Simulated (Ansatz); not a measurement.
# A hypothetical structure for ZnGaGePb2, part 2 of 2

This structure for ZnGaGePb2 is made up. Its elements were placed in a known structure type with a cell scaled to their sizes. What cell does the guess relax to, and how far off was it?

Ansatz 0.2.0; DFT, r2SCAN, plane-wave PAW, default files, scalar-relativistic, no spin, cell and ions relaxed at zero pressure (the session's first sound run).

So far: The starting structure; Relaxing cell and atoms. The relaxed cell has a = 5.070, c = 10.499 Å (conventional setting).

### 3. Electronic structure of the relaxed cell

With the geometry fixed, one more self-consistent run, with a narrower smearing and the mesh shown in its input, gives the bands, and its pressure, and its forces where symmetry allows any, show how far the geometry depends on these settings.

This step: DFT, r2SCAN, plane-wave PAW, default files, scalar-relativistic, no spin, bands and density of states at the relaxed cell (Ansatz 0.2.0).

The input, input.yaml:

```yaml
crystal:
  lattice:
    - [-2.5347554411, 2.5347554411, 5.249622624]
    - [2.5347554411, -2.5347554411, 5.249622624]
    - [2.5347554411, 2.5347554411, -5.249622624]
  atoms:
    - { symbol: Pb, position: [0.8507213031, 0.3507213031, 0.5] }
    - { symbol: Pb, position: [0.3507213031, 0.8507213031, 0.5] }
    - { symbol: Ge, position: [-0.0129154361, -0.0129154361, 0.0] }
    - { symbol: Ga, position: [0.2181740013, 0.2181740013, 0.0] }
    - { symbol: Zn, position: [0.6148988286, 0.6148988286, 0.0] }
kpoints:
  mp_grid: { grid: [8, 8, 8] }
  band_path:
    path:
      - [[0.0, 0.0, 0.0], [0.0, 0.0, 0.5], [-0.11656978, 0.11656978, 0.5], [-0.30828489, 0.30828489, 0.30828489], [0.0, 0.0, 0.0], [0.5, 0.5, -0.5], [0.30828489, 0.69171511, -0.30828489], [0.0, 0.5, 0.0], [0.25, 0.25, 0.25], [0.5, 0.5, -0.11656978], [0.5, 0.5, -0.5]]
      - [[0.0, 0.0, 0.5], [0.25, 0.25, 0.25]]
    npoints: 7
scf:
  occupations: { method: fermi_dirac, width: 0.03 }
  n_extra_bands: 9
hamiltonian:
  xc: r2scan
  pseudopotentials: { kind: paw }
output:
  forces: true
  stress: true
  write_bands: true
  dos: { projected: true }
  write_density: true
  write_potential: true
  elf: true
  volumetric_format: npy
```

Run with:

```sh
> ansatz run input.yaml --threads 4 --pin off --max-ram 8192MiB --backend cpu --events-out ev --progress --plain --runs-dir out
```

Numbers of over 12 decimals in the logs are rounded to 6 here.

Output:

```text
[...]
Crystal: 5 atoms, lattice volume = 134.915 Å³
Basis set: ecut = 500 eV, 3443 PW (Γ), exchange–correlation on 192×192×192 points (64 copies of the dense FFT grid, shifted against one another)
Bands: 43, of which v1, the nominal top of the filled ones, is band 34 counted from 1 (33 counted from 0)
Symmetry: 8 space group operations
[...]
k-points: 59 of 512 (time reversal used)
[...]
SCF iter   1: F=—  HF=-35258.808088 eV  |F-HF|=—  |Δ(HF+E_count)|=         —  Δρ=9.87e-3  dr2=7.50e-2  dr2_τ=6.23e-3  ethr=1.77e-3  ⟨swp⟩=7.3  Hψ=11825  notcnv=0  defer=21
[...]
SCF iter  10: F=-35258.816278 eV  HF=-35258.816278 eV  |F-HF|=3.45e-9  |Δ(HF+E_count)|=   5.78e-8  Δρ=3.30e-6  dr2=3.28e-8  dr2_τ=1.41e-10  ethr=1.49e-10  ⟨swp⟩=14.2  Hψ=18153  notcnv=0
SCF 1 converged in 10 iterations: F = -35258.816278 eV  dr2 = 3.28e-8
[...]
NSCF: frozen V_eff on 79 k-points
SCF converged after 10 iterations
Free energy (F): -35258.816278 eV
[...]
Internal energy: -35258.810282 eV  (E = F + TS)
E sigma→0 (E₀):  -35258.813280 eV
Entropy (-TS):   -0.005996 eV (-1.199 meV/atom)
Fermi energy:    8.213668 eV
[...]
--- Forces (eV/Å), atoms counted from 1 ---
  atom   1  Pb     0.00000000    -0.00000000    -0.00112924
  atom   2  Pb    -0.00000000     0.00000000    -0.00112924
  atom   3  Ge    -0.00000000    -0.00000000     0.00414908
  atom   4  Ga     0.00000000     0.00000000    -0.00190344
  atom   5  Zn     0.00000000    -0.00000000     0.00005719
  max |Σ_I F_I| component: 4.43e-5 eV/Å
--- Stress (GPa, compression-positive) ---
       -0.027193       0.000000      -0.000000
        0.000000      -0.027193       0.000000
       -0.000000       0.000000       0.034156
  P = ⅓ Tr σ = -0.0067 GPa (-0.067 kbar)
--- Band table (eV; the first three rows and the last of 59) ---
  k-point 0: bands = [... 30 lower, 5.3777, 6.1474, 7.4608, 7.4608, 7.8614, 9.0339, 10.4402, 10.8038, ... 5 higher]
  k-point 1: bands = [... 30 lower, 5.8855, 6.1955, 6.8631, 7.4522, 8.6078, 9.3931, 9.6473, 11.3677, ... 5 higher]
  k-point 2: bands = [... 30 lower, 5.8474, 5.8703, 6.0158, 8.3023, 10.0036, 10.5975, 10.6485, 11.6272, ... 5 higher]
  k-point 58: bands = [... 30 lower, 4.9768, 6.8951, 7.7563, 9.2316, 9.2316, 10.2913, 11.7551, 11.7551, ... 5 higher]
```

Wall time 27 s (4 threads of Arm Neoverse V2, shared host); peak memory 1.1 GiB.

In the SCF lines HF is the Harris–Foulkes energy and dr2 the Hartree energy of the density residual, in eV; the loop may stop once dr2 is under the threshold and the program's other checks hold. Hψ counts applications of the Hamiltonian.

Numbers from this step:

```yaml
free_energy: -35258.8163 eV
energy_at_zero_smearing: -35258.8133 eV
smearing_term_ts: 0.005996 eV
fermi_energy: 8.214 eV
pressure: -0.006743 GPa
```

bands.tsv at the labelled points (eV, zero at the Fermi level; the bands that come nearest the Fermi level along the path):

```tsv
point	band 30	band 31	band 32	band 33	band 34	band 35	band 36	band 37
Γ	-2.84	-2.84	-2.07	-0.75	-0.75	-0.35	0.82	2.23
X	-4.03	-3.15	-1.55	-1.08	0.26	0.80	4.44	4.80
Y	-4.54	-2.42	-1.25	-0.92	0.42	0.58	3.03	3.50
S	-3.47	-2.62	-1.46	-0.45	-0.04	0.80	1.68	2.65
Γ	-2.84	-2.84	-2.07	-0.75	-0.75	-0.35	0.82	2.23
Z	-3.55	-3.24	-1.32	-0.46	1.02	1.02	2.08	3.54
S1	-3.47	-2.62	-1.46	-0.45	-0.04	0.80	1.68	2.65
N	-3.15	-2.08	-1.62	-1.19	-0.72	0.89	2.26	2.78
P	-3.49	-2.68	-2.39	-2.39	2.28	2.67	2.81	2.81
Y1	-4.54	-2.42	-1.25	-0.92	0.42	0.58	3.03	3.50
Z	-3.55	-3.24	-1.32	-0.46	1.02	1.02	2.08	3.54
X	-4.03	-3.15	-1.55	-1.08	0.26	0.80	4.44	4.80
P	-3.49	-2.68	-2.39	-2.39	2.28	2.67	2.81	2.81
```

States per cell as run, both spins, in windows of 1 eV, from dos.tsv (zero at the Fermi level):

| from | to | total |
| --- | --- | --- |
| -8 | -7 | 1.63 |
| -7 | -6 | 10.20 |
| -6 | -5 | 0.78 |
| -5 | -4 | 1.26 |
| -4 | -3 | 1.73 |
| -3 | -2 | 2.30 |
| -2 | -1 | 2.51 |
| -1 | 0 | 2.10 |
| 0 | 1 | 2.09 |
| 1 | 2 | 1.98 |
| 2 | 3 | 2.82 |
| 3 | 4 | 2.97 |
| 4 | 5 | 2.86 |

Below -8 eV lie 44.4 more states.

ELF in the ac plane of the conventional cell at fractional y = 0.000, with atoms of Pb and Ge and Ga and Zn within 0.2 Å of it. It is the smooth field of the valence electrons, not physical close to the nuclei.

Ten even steps from '_' (0.01) to '@' (0.64), each cell a mean:
```
__::**%%**++++++++**%%##==__
--++####**++++++++++##%%**==
######**++==::..--++++**####
++======++==____..++++======
....::--++++::::==**==::....
::::..::==****++**++--::::::
------::--==++++++--::------
::::----::::::::::::------::
__..------..______::----::__
____------..______::----::__
..::----::..........------::
------::..::----::..::------
--::::..--==++++++==::..::--
......--++**++++++++==::....
::::::==++++....--**++--::::
++++++++++--____..++++++++++
==++****++++::::==++****++==
..--==****++++++++****++--::
::..==++**++++++++++**==::__
..::======----------====--..
++****==::..______..--++**++
@@@@%%++::________..--##@@@@
++**##**--........::++####**
__::**##++--------==##**==..
```
Columns run along a (5.1 Å), rows up along c (10.5 Å), edges of the conventional cell, whose origin can differ from the input's. Atoms in or near the plane, at fractional coordinates: Pb at (0.50, 0.85), Pb at (0.50, 0.35), Ge at (0.00, 0.99), Ga at (0.00, 0.22), Zn at (0.00, 0.61).

Electrostatic potential energy in the ac plane of the conventional cell at fractional y = 0.000, with atoms of Pb and Ge and Ga and Zn within 0.2 Å of it. With pseudopotentials it is smooth inside the atoms' cores, unlike the true potential.

Ten even steps from '_' (-34 eV) to '@' (12 eV), each cell a mean:
```
__..++%%@@%%%%%%%%@@@@##::__
::==##%%%%++::::--##%%%%++--
##%%%%%%++__....__--%%%%%%##
@@@@@@%%==__::==....##@@@@@@
@@@@@@%%**..______==%%@@@@@@
@@@@@@@@%%**==--++%%@@@@@@@@
%%%%@@@@@@@@%%%%@@@@@@@@@@%%
--++%%@@@@@@@@@@@@@@@@%%**==
__..++@@@@@@@@@@@@@@@@##--__
__..++@@@@@@@@@@@@@@@@##--__
--==##@@@@@@@@@@@@@@@@%%**--
%%%%@@@@@@@@@@@@@@@@@@@@@@%%
@@@@@@@@@@%%%%%%%%@@@@@@@@@@
@@@@@@@@%%++::::--##%%@@@@@@
@@@@@@%%**__....__--%%@@@@@@
@@@@@@%%==__::==....##@@@@@@
**##%%%%**..______==%%%%%%**
====**%%%%**==--++%%%%##++==
====++%%@@@@%%%%@@@@@@##====
====**%%@@@@@@@@@@@@@@##++==
++**%%@@@@@@@@@@@@@@@@@@##**
##%%@@@@@@@@@@@@@@@@@@@@%%%%
--++##@@@@@@@@@@@@@@@@%%**==
__..++%%@@@@@@@@@@@@@@##--__
```
Columns run along a (5.1 Å; values clipped at the 3rd and 97th percentile), rows up along c (10.5 Å), edges of the conventional cell, whose origin can differ from the input's. Atoms in or near the plane, at fractional coordinates: Pb at (0.50, 0.85), Pb at (0.50, 0.35), Ge at (0.00, 0.99), Ga at (0.00, 0.22), Zn at (0.00, 0.61).

Valence density in the ac plane of the conventional cell at fractional y = 0.000, with atoms of Pb and Ge and Ga and Zn within 0.2 Å of it. It is the smooth field of the valence electrons, not physical close to the nuclei.

Ten steps, logarithmic in the rise over the least value, from '0' (0 e/Å³) to '9' (36 e/Å³), each cell a mean:
```
96210011000138
53111233211124
11112456521111
00002467531000
00001355421000
00000122210000
00000000000000
32100000000013
85200000000137
95200000000138
42100000000013
10000000000001
00000011000000
00001233210000
00001456521000
00012467531000
11111355421111
64111122211125
96210000000148
74100000000126
21100000000012
11000000000011
32100000000013
85200000000137
```
Columns run along a (5.1 Å), rows up along c (10.5 Å), edges of the conventional cell, whose origin can differ from the input's. Atoms in or near the plane, at fractional coordinates: Pb at (0.50, 0.85), Pb at (0.50, 0.35), Ge at (0.00, 0.99), Ga at (0.00, 0.22), Zn at (0.00, 0.61).

### 4. What came out

```json
{"space group, relaxed": "I4mm", "conventional cell": "a = 5.070, b = 5.070, c = 10.499 Å; α = 90.0°, β = 90.0°, γ = 90.0°", "volume per atom": "26.98 Å³ (guess 20.24)"}
```

**Reading.** ZnGaGePb2 relaxes to I4mm with a = 5.070, b = 5.070 and c = 10.499 Å. The guessed volume was 25 % too small. The space group I4mm was held in the relaxation, so the end point is a stationary structure within it and may be a saddle against distortions or other arrangements. Bands cross the Fermi level, so it is a metal or semimetal at this level. The electron count is odd, which forces that without spin polarisation or a larger cell. On the 8×8×8 mesh with the narrower smearing (relaxed on 8×8×8) the largest force component is 0.004 eV/Å and the largest stress component is 0.034 GPa, within the relaxation's thresholds of 0.015 eV/Å and 0.05 GPa. The cutoff wasn't tested. Spin-orbit coupling is left out, which can matter for elements this heavy. No dispersion term is used, so weakly bound directions may come out too long. Nothing here tests whether the compound is stable against decomposition.

[Logs are printed without paths, hosts, clocks, repeated set-up lines and the standing remarks that a program may print on its own settings, such as how far it seeks lower states.]

[Hosts, paths, dates, database ids (printed as entryN), source tags and the programs' standing remarks are cut or masked in the printed files.]
